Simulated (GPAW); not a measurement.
**SnTe (Fm-3m): G0W0 on several meshes in GPAW**

Aim: the GW shift of SnTe (Fm-3m) against the k mesh.

Calculated with GPAW 26.7.0; PBE and many-body steps on it, plane waves.

The database entry behind the starting cell differs from later determinations by our own check (about 0.3 % short), so it need not match the best structure at ambient conditions.

### Step 1. Starting point

The structure is cubic, space group Fm-3m (No. 225). Conventional cell: a = 6.302 Å, b = 6.302 Å, c = 6.302 Å, α = 90.00°, β = 90.00°, γ = 90.00°. Nearest to Sn lie 6 Te at 3.15 Å. Nearest to Te lie 6 Sn at 3.15 Å. Farther neighbours and most contacts between anions are not listed.

Coordinates:

```xyz
2
Lattice="0.0000 3.1508 3.1508 3.1508 0.0000 3.1508 3.1508 3.1508 0.0000" Properties=species:S:1:pos:R:3 pbc="T T T"
Sn    0.0000    0.0000    0.0000
Te    3.1508    3.1508    3.1508
```

The cell and positions come from the Crystallography Open Database and are kept as given unless a step says otherwise. Spin-orbit coupling is left out unless a step names it.

### Step 2. Empty states on the mesh, 4×4×4 mesh, 748 bands

This step: GPAW 26.7.0; DFT, PBE, plane waves, PAW.

The sums over transitions need many empty states on a uniform mesh; this step solves for them.

run.py reads:

```python
import json
import numpy as np
from gpaw.mpi import world
from gpaw import GPAW

calc = GPAW('gs.gpw').fixed_density(kpts={'size': (4, 4, 4), 'gamma': True},
    parallel={'domain': 1, 'band': 1},
    txt='nscf.txt')
calc.diagonalize_full_hamiltonian(nbands=748)
calc.write('full.gpw', mode='all')
res = {}
kpts = calc.get_ibz_k_points()
res['kpts'] = kpts
res['eigenvalues'] = [calc.get_eigenvalues(kpt=k) for k in range(len(kpts))]
res['n_electrons'] = calc.get_number_of_electrons()

if world.rank == 0:
    with open('result.json', 'w') as f:
        json.dump(res, f, default=lambda x: x.tolist())
```

Launch:

```console
> mpirun -n 4 gpaw python run.py
```

Numbers of over 12 decimals in the logs are rounded to 6 here.

The program printed:

```text
Diagonalizing LCAO Hamiltonian
Converting LCAO to pw mode
convergence criteria:
- Maximum integral of absolute [eigenst]ate change: 4e-08 eV^2 / valence electron
maximum number of iterations: 100

SCF iterations
|iter     |     time |      energy | eigst |  dens |
|iter:   1|  |             | +1.71 |       |
|iter:   2|  |             | -0.27 |       |
|iter:   3|  |             | -1.92 |       |
|iter:   4|  |             | -3.38 |       |
|iter:   5|  |             | -4.79 |       |
|iter:   6|  |             | -5.96 |       |
|iter:   7|  |             | -6.97 |       |
|iter:   8|  |             | -7.54c|       |
SCF steps: 8
  __  _  _
 | _ |_)|_||  |
 |__||  | ||/\| - 26.7.0

Input parameters:
  mode=PW(ecut=450.000000),
  convergence={'density': 1e-06, 'bands': -3},
  gpts=array([24, 24, 24]),
  kpts=MonkhorstPack(size=(4, 4, 4), gamma=True),
  maxiter=100,
  nbands=17,
  occupations=Occupations(name='fermi-dirac', width=0.001, fixmagmom=False),
  parallel={'domain': 1, 'band': 1},
  xc=XC(name='PBE')
Matrix size: 1363x1363
# Writing to full.gpw (mode='all')
  [... matrices ...]

timing:  # [seconds]
  Total: 10.075  # ━━━━━━━━━━━━━━━━━━━━━━━━━━━━━━━━━━━━━━━━━━━━━━━━━━━━━━━━━━
```

Run time: 15 s. Hardware: 4 MPI ranks of Arm Neoverse V1, shared host; peak memory 1.3 GiB; 58 s of CPU time.

Numbers from this step:

```
gap                                                           : 0.1055 eV
k of the valence top                                          : 0.5, 0.5, 0.5
k of the conduction bottom                                    : 0.5, 0.5, 0.5
least direct gap                                              : 0.1055 eV
k points computed                                             : 8
lowest point of the top converged band, above the valence top : 284.9741 eV
```

On this mesh the gap is 0.105 eV.

### Step 3. 4×4×4

Now the one-shot GW correction: screening in the RPA, then the self-energy of the levels asked for.

This step: G0W0 on PBE, plane waves, PAW.

run.py reads:

```python
import json
import numpy as np
from gpaw.mpi import world
from gpaw.response.g0w0 import G0W0

gw = G0W0('full.gpw',
    filename='gw',
    kpts=[0, 7],
    bands=(8, 12),
    ecut=90,
    nbands=121,
    integrate_gamma='WS',
    ppa=True)
gw.calculate()
res = {mode: {k: v for k, v in r.items() if k != 'sigma_eskwn'}
       for mode, r in gw.all_results.items()}

if world.rank == 0:
    with open('result.json', 'w') as f:
        json.dump(res, f, default=lambda x: x.tolist())
```

Launch:

```console
> mpirun -n 4 gpaw python run.py
```

The program printed:

```text
Using integrator: PointIntegrator
FrequencyGridDescriptor(from 0.000+0.000j to 0.000+27.211j eV, 2 points)
Nonperiodic BCs:  [False False False]
Using integrator: PointIntegrator
FrequencyGridDescriptor(from 0.000+0.000j to 0.000+27.211j eV, 2 points)
Nonperiodic BCs:  [False False False]
  ___  _ _ _
 |   || | | |
 | | || | | |
 |__ ||_____|
 |___|

BZ k-points: Symmetries present (total): 48

  [... matrices ...]
64 k-points: 4 x 4 x 4 Monkhorst-Pack grid + [1/8,1/8,1/8]
8 k-points in the irreducible part of the Brillouin zone
       k-points in crystal coordinates                weights
   0:     0.00000000    0.00000000    0.00000000          1/64
   1:     0.25000000    0.25000000    0.00000000          6/64
   2:     0.25000000    0.25000000    0.25000000          8/64
   3:     0.50000000    0.25000000   -0.25000000          6/64
   4:     0.50000000    0.25000000    0.25000000         12/64
   5:     0.50000000    0.50000000    0.00000000          3/64
   6:     0.50000000    0.50000000    0.25000000         24/64
   7:     0.50000000    0.50000000    0.50000000          4/64

Distributing spins, k-points and bands (1 x 2 x 4) over 4 processes
Number of blocks: 1

Quasi particle states:
k-points (IBZ indices): [0, 7]
Band range: (8, 12)
  [... matrices ...]
Computational parameters:
Plane wave cut-off: 90 eV
Number of bands: 121
Coulomb cutoff: None
Broadening: 0.1 eV

fxc modes: GW
Kernel: RPA
Using Godby-Needs plasmon-pole approximation:
  Fitting energy: i*E0, E0 = 1.000 Hartree
Summing all q:

Calculating screened Coulomb potential
No Coulomb truncation
FrequencyGridDescriptor(from 0.000+0.000j to 0.000+27.211j eV, 2 points)
Removing empty qpoint cache files...

Calculating chi0 body with:
    Ground state adapter containing:
    Number of spins: 1
    Number of kpoints: 64
    Number of irreducible kpoints: 8
    Number of completely occupied states: 10
    Number of partially occupied states: 10
    Occupied states memory: 2.109375 M / cpu

    Linear response parametrization:
    q_c: [0.0, 0.0, 0.0]
    Number of frequency points: 2
    Planewave cutoff: 90.0
    Number of bands: 121
    Number of planewaves: 113
    Broadening (eta): 1e-06
    comm.size: 4
    kncomm.size: 4
    blockcomm.size: 1

    Memory estimate of potentially large arrays:
        chi0_wGG: 0.389679 M / cpu
Integrating chi0 body.

Symmetries of q_c:
    Direct symmetries (Uq -> q): 48
    Indirect symmetries (TUq -> q): 0
In total 48 allowed symmetries.

  [... matrices ...]
8 groups of equivalent kpoints. 87.5% reduction.

Integral kind: response function
Integrating chi0 head and wings.

Symmetries of q_c:
    Direct symmetries (Uq -> q): 48
    Indirect symmetries (TUq -> q): 0
In total 48 allowed symmetries.

  [... matrices ...]
8 groups of equivalent kpoints. 87.5% reduction.

Integral kind: response function wings

Calculating chi0 body with:
    Ground state adapter containing:
    Number of spins: 1
    Number of kpoints: 64
    Number of irreducible kpoints: 8
    Number of completely occupied states: 10
    Number of partially occupied states: 10
    Occupied states memory: 2.109375 M / cpu

    Linear response parametrization:
[... the further q-points ...]

Results:
f:      Occupation numbers
eps:     KS-eigenvalues [eV]
vxc:     KS vxc [eV]
exx:     Exact exchange [eV]
sigma:   Self-energies [eV]
dsigma:  Self-energy derivatives
Z:       Renormalization factors
qp:      QP-energies [eV]

k-point 0 (0): (0.000, 0.000, 0.000)                GW
band       f     eps     vxc     exx   sigma  dsigma       Z      qp
                                                                   GW
   8   1.000   4.305 -13.355 -15.236   1.609  -0.308   0.764   4.097
   9   1.000   4.305 -13.355 -15.236   1.609  -0.308   0.764   4.097
  10   0.000   9.802 -12.782  -7.997  -4.674  -0.327   0.754   9.885
  11   0.000   9.802 -12.782  -7.997  -4.675  -0.327   0.754   9.885

k-point 1 (7): (0.500, 0.500, 0.500)                GW
band       f     eps     vxc     exx   sigma  dsigma       Z      qp
                                                                   GW
   8   1.000   4.645 -13.655 -15.312   1.392  -0.304   0.767   4.441
   9   1.000   6.467 -11.454 -10.547  -1.037  -0.280   0.781   6.366
  10   0.000   6.573 -14.338 -12.059  -2.196  -0.287   0.777   6.636
  11   0.000   6.817 -11.564  -8.539  -3.197  -0.289   0.776   6.684
```

Elapsed: 36 s, on 4 MPI ranks; peak memory 1.3 GiB; 2.4 min of CPU time.

This step gave:

```yaml
g0w0_gap_on_the_points_computed: 0.2709 eV
least_direct_g0w0_gap_on_the_computed_points: 0.2709 eV
z_at_the_valence_top: 0.7810
z_at_the_conduction_bottom: 0.7768
starting_gap_on_the_mesh: 0.1055 eV
k_of_the_valence_top: 0.5, 0.5, 0.5
k_of_the_conduction_bottom: 0.5, 0.5, 0.5
```

The gap on the mesh goes from 0.11 eV to 0.27 eV, a correction of +0.17 eV.

### Step 4. Empty states on the mesh, 6×6×6 mesh, 131 bands

This step: DFT, PBE, plane waves, PAW.

run.py reads:

```python
import json
import numpy as np
from gpaw.mpi import world
from gpaw import GPAW

calc = GPAW('gs.gpw').fixed_density(kpts={'size': (6, 6, 6), 'gamma': True},
    parallel={'domain': 1, 'band': 1},
    txt='nscf.txt')
calc.diagonalize_full_hamiltonian(nbands=131)
calc.write('full.gpw', mode='all')
res = {}
kpts = calc.get_ibz_k_points()
res['kpts'] = kpts
res['eigenvalues'] = [calc.get_eigenvalues(kpt=k) for k in range(len(kpts))]
res['n_electrons'] = calc.get_number_of_electrons()

if world.rank == 0:
    with open('result.json', 'w') as f:
        json.dump(res, f, default=lambda x: x.tolist())
```

Launch:

```console
> mpirun -n 4 gpaw python run.py
```

The program printed:

```text
Diagonalizing LCAO Hamiltonian
Converting LCAO to pw mode
convergence criteria:
- Maximum integral of absolute [eigenst]ate change: 4e-08 eV^2 / valence electron
maximum number of iterations: 100

SCF iterations
|iter     |     time |      energy | eigst |  dens |
|iter:   1|  |             | +1.72 |       |
|iter:   2|  |             | -0.15 |       |
|iter:   3|  |             | -1.64 |       |
|iter:   4|  |             | -3.02 |       |
|iter:   5|  |             | -4.21 |       |
|iter:   6|  |             | -5.61 |       |
|iter:   7|  |             | -6.76 |       |
|iter:   8|  |             | -7.67c|       |
SCF steps: 8
  __  _  _
 | _ |_)|_||  |
 |__||  | ||/\| - 26.7.0

Input parameters:
  mode=PW(ecut=450.000000),
  convergence={'density': 1e-06, 'bands': -3},
  gpts=array([24, 24, 24]),
  kpts=MonkhorstPack(size=(6, 6, 6), gamma=True),
  maxiter=100,
  nbands=17,
  occupations=Occupations(name='fermi-dirac', width=0.001, fixmagmom=False),
  parallel={'domain': 1, 'band': 1},
  xc=XC(name='PBE')
Matrix size: 1371x1371
# Writing to full.gpw (mode='all')
  [... matrices ...]

timing:  # [seconds]
  Total: 11.774  # ━━━━━━━━━━━━━━━━━━━━━━━━━━━━━━━━━━━━━━━━━━━━━━━━━━━━━━━━━━
```

The job ended after 17 s (4 MPI ranks; peak memory 1.4 GiB; 66 s of CPU time).

This step gave:

```yaml
gap: 0.1055 eV
k_of_the_valence_top: 0.5, 0.5, 0.5
k_of_the_conduction_bottom: 0.5, 0.5, 0.5
least_direct_gap: 0.1055 eV
k_points_computed: 16
lowest_point_of_the_top_converged_band_above_the_valence_top: 78.4745 eV
```

On this mesh the gap is 0.105 eV.

### Step 5. 6×6×6

This step: G0W0 on PBE, plane waves, PAW.

run.py reads:

```python
import json
import numpy as np
from gpaw.mpi import world
from gpaw.response.g0w0 import G0W0

gw = G0W0('full.gpw',
    filename='gw',
    kpts=[0, 15],
    bands=(8, 12),
    ecut=90,
    nbands=121,
    integrate_gamma='WS',
    ppa=True)
gw.calculate()
res = {mode: {k: v for k, v in r.items() if k != 'sigma_eskwn'}
       for mode, r in gw.all_results.items()}

if world.rank == 0:
    with open('result.json', 'w') as f:
        json.dump(res, f, default=lambda x: x.tolist())
```

Launch:

```console
> mpirun -n 4 gpaw python run.py
```

The program printed:

```text
Using integrator: PointIntegrator
FrequencyGridDescriptor(from 0.000+0.000j to 0.000+27.211j eV, 2 points)
Nonperiodic BCs:  [False False False]
Using integrator: PointIntegrator
FrequencyGridDescriptor(from 0.000+0.000j to 0.000+27.211j eV, 2 points)
Nonperiodic BCs:  [False False False]
  ___  _ _ _
 |   || | | |
 | | || | | |
 |__ ||_____|
 |___|

BZ k-points: Symmetries present (total): 48

  [... matrices ...]
216 k-points: 6 x 6 x 6 Monkhorst-Pack grid + [1/12,1/12,1/12]
16 k-points in the irreducible part of the Brillouin zone
       k-points in crystal coordinates                weights
   0:     0.00000000    0.00000000    0.00000000          1/216
   1:     0.16666667    0.16666667    0.00000000          6/216
   2:     0.16666667    0.16666667    0.16666667          8/216
[...]
9:     0.50000000    0.33333333   -0.16666667         12/216
          ...
  15:     0.50000000    0.50000000    0.50000000          4/216

Distributing spins, k-points and bands (1 x 2 x 4) over 4 processes
Number of blocks: 1

Quasi particle states:
k-points (IBZ indices): [0, 15]
Band range: (8, 12)
  [... matrices ...]
Computational parameters:
Plane wave cut-off: 90 eV
Number of bands: 121
Coulomb cutoff: None
Broadening: 0.1 eV

fxc modes: GW
Kernel: RPA
Using Godby-Needs plasmon-pole approximation:
  Fitting energy: i*E0, E0 = 1.000 Hartree
Summing all q:

Calculating screened Coulomb potential
No Coulomb truncation
FrequencyGridDescriptor(from 0.000+0.000j to 0.000+27.211j eV, 2 points)
Removing empty qpoint cache files...

Calculating chi0 body with:
    Ground state adapter containing:
    Number of spins: 1
    Number of kpoints: 216
    Number of irreducible kpoints: 16
    Number of completely occupied states: 10
[...]
Number of frequency points: 2
    Planewave cutoff: 90.0
    Number of bands: 121
    Number of planewaves: 113
    Broadening (eta): 1e-06
    comm.size: 4
    kncomm.size: 4
    blockcomm.size: 1

    Memory estimate of potentially large arrays:
        chi0_wGG: 0.389679 M / cpu
Integrating chi0 body.

Symmetries of q_c:
    Direct symmetries (Uq -> q): 48
    Indirect symmetries (TUq -> q): 0
In total 48 allowed symmetries.

  [... matrices ...]
16 groups of equivalent kpoints. 92.592593% reduction.

Integral kind: response function
Integrating chi0 head and wings.

Symmetries of q_c:
    Direct symmetries (Uq -> q): 48
    Indirect symmetries (TUq -> q): 0
In total 48 allowed symmetries.

  [... matrices ...]
16 groups of equivalent kpoints. 92.592593% reduction.

Integral kind: response function wings

Calculating chi0 body with:
    Ground state adapter containing:
    Number of spins: 1
    Number of kpoints: 216
    Number of irreducible kpoints: 16
    Number of completely occupied states: 10
    Number of partially occupied states: 10
[... the further q-points ...]

Results:
f:      Occupation numbers
eps:     KS-eigenvalues [eV]
vxc:     KS vxc [eV]
exx:     Exact exchange [eV]
sigma:   Self-energies [eV]
dsigma:  Self-energy derivatives
Z:       Renormalization factors
qp:      QP-energies [eV]

k-point 0 (0): (0.000, 0.000, 0.000)                GW
band       f     eps     vxc     exx   sigma  dsigma       Z      qp
                                                                   GW
   8   1.000   4.305 -13.355 -15.262   1.603  -0.312   0.762   4.074
   9   1.000   4.305 -13.355 -15.262   1.603  -0.312   0.762   4.074
  10   0.000   9.802 -12.782  -8.020  -4.619  -0.329   0.752   9.910
[...]
k-point 1 (15): (0.500, 0.500, 0.500)                GW
band       f     eps     vxc     exx   sigma  dsigma       Z      qp
                                                                   GW
[...]
10   0.000   6.573 -14.338 -12.521  -1.763  -0.278   0.782   6.615
  11   0.000   6.817 -11.564  -8.665  -3.033  -0.280   0.781   6.712
```

Wall time 2.4 min (4 MPI ranks); peak memory 1.6 GiB.

Numbers from this step:

* G0W0 gap on the points computed: 0.2045 eV
* least direct G0W0 gap on the computed points: 0.2045 eV
* Z at the valence top: 0.7867
* Z at the conduction bottom: 0.7824
* starting gap on the mesh: 0.1055 eV
* k of the valence top: 0.5, 0.5, 0.5
* k of the conduction bottom: 0.5, 0.5, 0.5

Against G0W0 in GPAW (4×4×4 mesh, 121 bands, screening to 90 eV, Godby-Needs plasmon pole), the gap moves by −0.066 eV.

### Step 6. The runs together

Times are wall times on 4 MPI ranks of Arm Neoverse V1, shared host, good to a factor of about two.

| run | mesh | bands | screening cutoff (eV) | DFT gap (eV) | gap on the mesh (eV) | direct (eV) | time |
| --- | --- | --- | --- | --- | --- | --- | --- |
| 4×4×4 | 4×4×4 | 121 | 90 | 0.105 | 0.271 | 0.271 | 36 s |
| 6×6×6 | 6×6×6 | 121 | 90 | 0.105 | 0.205 | 0.205 | 2.4 min |

### Step 7. Summary of results

```json
{"4×4×4": "0.271 eV", "6×6×6": "0.205 eV", "known limits": "not at the basis limit; model gap, bands may invert with spin-orbit coupling; no spin-orbit coupling; coarse k mesh"}
```

**Reading.** 6×6×6: −0.066 eV against 4×4×4. Bands and cutoff are finite, so the gap is not at the basis limit. The miss can reach some tenths of an eV and take either sign; the mesh is an error of its own. These stock PAW sets were not made for GW; the filled d or f shell of Te lies in the frozen core, which bears on start and correction. In the G0W0 runs levels were corrected at 2 k points alone, so a gap called «on the mesh» is the least over those, and an edge elsewhere would be missed. The 4×4×4 mesh is coarse for this cell, which bears on the long-range parts of exchange and screening. With atoms this heavy and so narrow a gap, spin-orbit coupling can invert the bands. These scalar-relativistic gaps are then model values, not to be set against experiment, and a spin-orbit change taken from DFT can't simply be added.

[Paths, hosts, dates, memory and timing lines, banners, echoed tables and standing remarks are left out of the program output.]

[Logs are printed without paths, hosts, clocks, repeated set-up lines and the standing remarks that a program may print on its own settings, such as how far it seeks lower states.]

[Runs of the session that timed out or met a known fault of the program may be left out.]

[Hosts, paths, dates, database ids (printed as entryN), source tags and the programs' standing remarks are cut or masked in the printed files.]
